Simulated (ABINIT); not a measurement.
Entries from a set of simulations; values are calculated unless marked as measured.

```json
{"subject": "Quasiparticle gap of PbF2 (Fluorocronite) in ABINIT", "lattice_ang": [[-0.0, 2.9637, 2.9637], [2.9637, 0.0, 2.9637], [2.9637, 2.9637, -0.0]], "atoms": [["Pb", 0.0, 0.0, 0.0], ["F", 0.25, 0.25, 0.25], ["F", 0.75, 0.75, 0.75]], "method": "RPA screening on LDA, plane waves, norm-conserving pseudopotentials (and 2 further levels or steps)", "program": "ABINIT 10.8.3", "settings": "cutoff 36 Ha, PseudoDojo scalar-relativistic 0.4.1 stringent, norm-conserving, ngkpt (4, 4, 4), nband 81, ecuteps 4.8 Ha, inclvkb 2, shiftk (0, 0, 0), symchi 1, awtr 1, frequency ppm, 4×4×4 k-mesh", "cost": "5 runs, 99 s in all on 4 MPI ranks of Arm Neoverse V1, shared host", "notes": "The database entry behind the starting cell differs from other determinations of this structure. The cell and positions come from the Crystallography Open Database and are kept as given unless a step says otherwise. This is not the form that PbF2 usually takes at ambient conditions. Limits: no spin-orbit coupling. The 4×4×4 mesh is coarse for this cell, which bears on the long-range parts of exchange and screening.", "results": {"lda_gap": "4.28 eV, indirect", "g0w0_gap_on_the_mesh": "6.50 eV", "gw_settings": "4×4×4 mesh, 81 bands, screening to 130.6 eV, Godby-Needs plasmon pole", "known_limits": "short of the basis limit; no spin-orbit coupling; coarse k mesh"}}
```

[Long decimals in the printed logs are rounded to 6 places.]

[Logs are printed without paths, hosts, clocks, repeated set-up lines and the standing remarks that a program may print on its own settings, such as how far it seeks lower states.]

[Paths, hosts, dates, memory and timing lines, banners, echoed tables and standing remarks are left out of the program output; an Ansatz launch command may be rebuilt from the run's recorded settings. Measured values are a selection of at most five: reports struck by readers or far from the other reports are left out. None is set beside runs whose start may be inverted or whose files or cutoffs have a known fault.]

[Runs of the session that timed out or met a known fault of the program may be left out.]

[Hosts, paths, dates, database ids (printed as entryN), source tags and the programs' standing remarks are cut or masked in the printed files.]

[G0W0 gaps are taken among the corrected bands and points alone; a level outside them can change the order at an edge.]

[Where Ansatz stands beside ABINIT at settings called matched, ABINIT's density can come from a denser mesh and the files from another edition; pairs whose starting gaps differed by over 0.03 eV were left out, so agreement reads better than it is.]
